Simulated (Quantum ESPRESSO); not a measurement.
**SrVO3: parallel moments in the primitive cell**

Wanted: the size of the moments of SrVO3 in the parallel state.

Method: PBE; plane waves with GBRV 1.5 PBE potentials, no spin-orbit coupling, in Quantum ESPRESSO 7.5.

## (1) The starting structure

Symmetry: Pm-3m, No. 221, cubic system. Conventional cell: a = 3.841 Å, b = 3.841 Å, c = 3.841 Å, α = 90.00°, β = 90.00°, γ = 90.00°. Sr has 12 O at 2.72 Å nearest. V has 6 O at 1.92 Å nearest. Nearest to O lie 2 V at 1.92 Å and 4 Sr at 2.72 Å. Farther neighbours and most contacts between anions are not listed.

The cell comes from the Crystallography Open Database.

## (2) Run 1, typed as ferro +

The signs are those of the starting moments on the seeded atoms, the atoms that are given a moment.

ASE passes magmoms on as starting_magnetization. pw.x reads values of 1 or more as Bohr magnetons; where all are smaller, it reads them as fractions of the valence charge.

File pw.py:

```python
from ase import Atoms
from ase.calculators.espresso import Espresso, EspressoProfile

atoms = Atoms(['Sr', 'V', 'O', 'O', 'O'],
    cell=[[3.8409, 0.0, 0.0],
         [0.0, 3.8409, 0.0],
         [0.0, 0.0, 3.8409]],
    scaled_positions=[[0.5, 0.5, 0.5],
         [0.0, 0.0, 0.0],
         [0.5, 0.0, 0.0],
         [0.0, 0.5, 0.0],
         [0.0, 0.0, 0.5]],
    pbc=True,
    magmoms=[0.0, 2.0, 0.0, 0.0, 0.0])
input_data = {
    'control': {'calculation': 'scf', 'prefix': 'pwscf', 'outdir': './tmp', 'disk_io': 'nowf', 'tprnfor': True, 'tstress': True},
    'system': {'ecutwfc': 40.0, 'ecutrho': 280.0, 'nbnd': 31, 'occupations': 'smearing', 'smearing': 'fd', 'degauss': 0.00734986, 'nspin': 2},
    'electrons': {'conv_thr': 1e-08, 'electron_maxstep': 150, 'mixing_beta': 0.3},
}
atoms.calc = Espresso(
    profile=EspressoProfile(command='mpirun -n 2 pw.x -nk 2', pseudo_dir='pseudo'),
    pseudopotentials={'O': 'o_pbe_v1.2.uspp.F.UPF', 'Sr': 'sr_pbe_v1.uspp.F.UPF', 'V': 'v_pbe_v1.4.uspp.F.UPF'},
    input_data=input_data,
    kpts=(6, 6, 6),
    koffset=(0, 0, 0))
atoms.get_potential_energy()
energy = atoms.calc.results['free_energy']
print(f'free energy: {energy:.6f} eV')
print('site moments (muB):', atoms.get_magnetic_moments().round(3))
```

Started as:

```console
> OMP_NUM_THREADS=1 python3 pw.py > pw.log
```

Output:

```text
free energy: -4254.408863 eV
site moments (muB): [-0.    -0.002  0.     0.     0.   ]

--- espresso.pwo ---
Program PWSCF v.7.5 starts

Warning: card &CELL ignored
Warning: card &FCP ignored
Warning: card &RISM ignored

     Message from routine setup:
     using ibrav=0 with symmetry is DISCOURAGED, use correct ibrav instead

     K-points division:     npool     =       2
     Subspace diagonalization in iterative solution of the eigenvalue problem:

     G-vector sticks info
     --------------------
     sticks:   dense  smooth     PW     G-vecs:    dense   smooth      PW
     Sum        1185     673    213                30215    13133    2301

     Using Slab Decomposition

     bravais-lattice index     =            0
     lattice parameter (alat)  =       7.2582  a.u.
     unit-cell volume          =     382.3804 (a.u.)^3
     number of atoms/cell      =            5
     number of atomic types    =            3
     number of electrons       =        41.00
     number of Kohn-Sham states=           31
     kinetic-energy cutoff     =      40.0000  Ry
     charge density cutoff     =     280.0000  Ry
     scf convergence threshold =      1.0E-08
     mixing beta               =       0.3000
     number of iterations used =            8  plain     mixing
     Exchange-correlation= SLA  PW   PBE  PBE
                           (   1   4   3   4   0   0   0)

     celldm(1)=   7.258249  celldm(2)=   0.000000  celldm(3)=   0.000000
     celldm(4)=   0.000000  celldm(5)=   0.000000  celldm(6)=   0.000000

     crystal axes: (cart. coord. in units of alat)
               a(1) = (   1.000000   0.000000   0.000000 )
               a(2) = (   0.000000   1.000000   0.000000 )
               a(3) = (   0.000000   0.000000   1.000000 )

     reciprocal axes: (cart. coord. in units 2 pi/alat)
               b(1) = (  1.000000  0.000000  0.000000 )
               b(2) = (  0.000000  1.000000  0.000000 )
               b(3) = (  0.000000  0.000000  1.000000 )

     PseudoPot. # 1 for Sr read from file:
     sr_pbe_v1.uspp.F.UPF
     Pseudo is Ultrasoft + core correction, Zval = 10.0
     Generated by new atomic code, or converted to UPF format
     Using radial grid of  883 points,  6 beta functions with:
                l(1) =   0
                l(2) =   0
                l(3) =   1
                l(4) =   1
                l(5) =   2
                l(6) =   2
     Q(r) pseudized with  6 coefficients,  rinner =    1.400   1.400   1.400
                                                       1.400   1.400

     PseudoPot. # 2 for V  read from file:
     v_pbe_v1.4.uspp.F.UPF
     Pseudo is Ultrasoft + core correction, Zval = 13.0
     Generated by new atomic code, or converted to UPF format
     Using radial grid of  853 points,  6 beta functions with:
                l(1) =   0
                l(2) =   0
                l(3) =   1
                l(4) =   1
                l(5) =   2
                l(6) =   2
     Q(r) pseudized with  8 coefficients,  rinner =    1.100   1.100   1.100
                                                       1.100   1.100

     PseudoPot. # 3 for O  read from file:
     o_pbe_v1.2.uspp.F.UPF
     Pseudo is Ultrasoft + core correction, Zval =  6.0
     Generated by new atomic code, or converted to UPF format
     Using radial grid of  737 points,  5 beta functions with:
                l(1) =   0
                l(2) =   0
                l(3) =   1
                l(4) =   1
                l(5) =   2
     Q(r) pseudized with  8 coefficients,  rinner =    0.900   0.900   0.900
                                                       0.900   0.900

     atomic species   valence    mass     pseudopotential
     Sr               10.00    87.62000     Sr( 1.00)
     V                13.00    50.94150     V ( 1.00)
     O                 6.00    15.99900     O ( 1.00)

     Starting magnetic structure
     atomic species   magnetization
     Sr              0.000
     V               0.154
     O               0.000

     48 Sym. Ops., with inversion, found

   Cartesian axes

     site n.     atom                  positions (alat units)
         1        Sr     tau(   1) = (   0.5000000   0.5000000   0.5000000  )
         2        V      tau(   2) = (   0.0000000   0.0000000   0.0000000  )
         3        O      tau(   3) = (   0.5000000   0.0000000   0.0000000  )
         4        O      tau(   4) = (   0.0000000   0.5000000   0.0000000  )
         5        O      tau(   5) = (   0.0000000   0.0000000   0.5000000  )

     number of k points=    20  Fermi-Dirac smearing, width (Ry)=  0.0073
                       cart. coord. in units 2pi/alat
        k(    1) = (   0.0000000   0.0000000   0.0000000), wk =   0.0046296
        k(    2) = (   0.0000000   0.0000000   0.1666667), wk =   0.0277778
        k(    3) = (   0.0000000   0.0000000   0.3333333), wk =   0.0277778
        k(    4) = (   0.0000000   0.0000000  -0.5000000), wk =   0.0138889
        k(    5) = (   0.0000000   0.1666667   0.1666667), wk =   0.0555556
        [... 15 further k-points ...]

     Dense  grid:    30215 G-vectors     FFT dimensions: (  40,  40,  40)

     Smooth grid:    13133 G-vectors     FFT dimensions: (  30,  30,  30)

     Check: negative core charge=   -0.000003
     Generating pointlists ...
     new r_m :   0.2917 (alat units)  2.1171 (a.u.) for type    1
     new r_m :   0.2062 (alat units)  1.4970 (a.u.) for type    2
     new r_m :   0.2062 (alat units)  1.4970 (a.u.) for type    3

     Initial potential from superposition of free atoms

     starting charge      40.9651, renormalised to      41.0000

     negative rho (up, down):  3.275E-02 3.263E-02
     Starting wfcs are   35 randomized atomic wfcs

     Self-consistent Calculation

     iteration #  1     ecut=    40.00 Ry     beta= 0.30
     Davidson diagonalization with overlap
     ethr =  1.00E-02,  avg # of iterations =  2.4

     negative rho (up, down):  3.303E-02 3.313E-02

     total energy              =    -312.27566088 Ry
     estimated scf accuracy    <       1.94861084 Ry

     total magnetization       =     0.99 Bohr mag/cell
     absolute magnetization    =     1.09 Bohr mag/cell

     iteration #  2     ecut=    40.00 Ry     beta= 0.30
     Davidson diagonalization with overlap
     ethr =  4.75E-03,  avg # of iterations =  2.0

     negative rho (up, down):  3.312E-02 3.338E-02

     total energy              =    -312.58972987 Ry
     estimated scf accuracy    <       0.48192250 Ry

     total magnetization       =     0.82 Bohr mag/cell
     absolute magnetization    =     1.17 Bohr mag/cell

     iteration #  3     ecut=    40.00 Ry     beta= 0.30
     Davidson diagonalization with overlap
     ethr =  1.18E-03,  avg # of iterations =  1.6

     negative rho (up, down):  3.349E-02 3.390E-02

     total energy              =    -312.67797430 Ry
     estimated scf accuracy    <       0.08565061 Ry

     total magnetization       =     0.87 Bohr mag/cell
     absolute magnetization    =     1.04 Bohr mag/cell

     [... further iterations left out ...]

     iteration # 17     ecut=    40.00 Ry     beta= 0.30
     Davidson diagonalization with overlap
     ethr =  2.06E-10,  avg # of iterations =  2.0

     negative rho (up, down):  3.459E-02 3.458E-02

     total energy              =    -312.69331101 Ry
     estimated scf accuracy    <       0.00000003 Ry

     total magnetization       =    -0.02 Bohr mag/cell
     absolute magnetization    =     0.02 Bohr mag/cell

     iteration # 18     ecut=    40.00 Ry     beta= 0.30
     Davidson diagonalization with overlap
     ethr =  7.54E-11,  avg # of iterations =  2.0

     negative rho (up, down):  3.459E-02 3.458E-02

     total energy              =    -312.69330737 Ry
     estimated scf accuracy    <       0.00000001 Ry

     total magnetization       =    -0.02 Bohr mag/cell
     absolute magnetization    =     0.02 Bohr mag/cell

     iteration # 19     ecut=    40.00 Ry     beta= 0.30
     Davidson diagonalization with overlap
     ethr =  3.56E-11,  avg # of iterations =  4.0

     negative rho (up, down):  3.459E-02 3.458E-02

     total energy              =    -312.69331124 Ry
     estimated scf accuracy    <       0.00000001 Ry

     total magnetization       =    -0.00 Bohr mag/cell
     absolute magnetization    =     0.00 Bohr mag/cell

     iteration # 20     ecut=    40.00 Ry     beta= 0.30
     Davidson diagonalization with overlap
     ethr =  2.54E-11,  avg # of iterations =  2.0

     negative rho (up, down):  3.459E-02 3.459E-02

     Magnetic moment per site  (integrated on atomic sphere of radius R)
     atom   1 (R=0.292)  charge=  7.5513  magn= -0.0000
     atom   2 (R=0.206)  charge=  9.5325  magn= -0.0023
     atom   3 (R=0.206)  charge=  5.3286  magn=  0.0000
     atom   4 (R=0.206)  charge=  5.3286  magn=  0.0000
     atom   5 (R=0.206)  charge=  5.3286  magn=  0.0000

     End of self-consistent calculation

     [... lines left out ...]
     the Fermi energy is    12.5472 ev

!    total energy              =    -312.69331127 Ry
     estimated scf accuracy    <          2.7E-09 Ry
     smearing contrib. (-TS)   =      -0.00460744 Ry
     internal energy E=F+TS    =    -312.68870383 Ry

     The total energy is F=E-TS. E is the sum of the following terms:
     one-electron contribution =     -95.35160654 Ry
     hartree contribution      =      71.17992584 Ry
     xc contribution           =     -60.00554518 Ry
     ewald contribution        =    -228.51147796 Ry

     total magnetization       =    -0.00 Bohr mag/cell
     absolute magnetization    =     0.00 Bohr mag/cell

     convergence has been achieved in  20 iterations

     negative rho (up, down):  3.459E-02 3.459E-02

     Forces acting on atoms (cartesian axes, Ry/au):

     atom    1 type  1   force =     0.00000000    0.00000000    0.00000000
     atom    2 type  2   force =     0.00000000    0.00000000    0.00000000
     atom    3 type  3   force =     0.00000000    0.00000000    0.00000000
     atom    4 type  3   force =     0.00000000    0.00000000    0.00000000
     atom    5 type  3   force =     0.00000000    0.00000000    0.00000000

     Total force =     0.000000     Total SCF correction =     0.000000

     Computing stress (Cartesian axis) and pressure

     negative rho (up, down):  3.459E-02 3.459E-02
          total   stress  (Ry/bohr**3)                   (kbar)     P=       28.36
   0.00019279   0.00000000   0.00000000           28.36        0.00        0.00
   0.00000000   0.00019279   0.00000000            0.00       28.36        0.00
   0.00000000   0.00000000   0.00019279            0.00        0.00       28.36

=------------------------------------------------------------------------------=
   JOB DONE.
=------------------------------------------------------------------------------=
```

Wall time 36 s (2 MPI ranks of Arm Neoverse V2, shared host); peak memory 0.38 GiB.

Spin moment in the atom's sphere by atom:

```csv
atom,spin moment in the atom's sphere (μB)
Sr1,0.0000
V2,-0.0023
O3,0.0000
O4,0.0000
O5,0.0000
```

This step gave:

```
smearing term TS       : 0.06269 eV
pressure               : 2.836 GPa
magnetization          : 0 μB
absolute magnetization : 0 μB
final state            : non-magnetic
```

(Continued in part 2 of 2.)

[Logs and program files are shortened in this print: banners, set-up blocks, solver, clock and traceback lines can be left out without a mark of their own.]

[Logs are printed without paths, hosts, clocks, repeated set-up lines and the standing remarks that a program may print on its own settings, such as how far it seeks lower states.]

[Hosts, paths, dates, database ids (printed as entryN), source tags and the programs' standing remarks are cut or masked in the printed files.]

[Where a cell is said to come from a database of computed structures, the database is the Materials Project.]
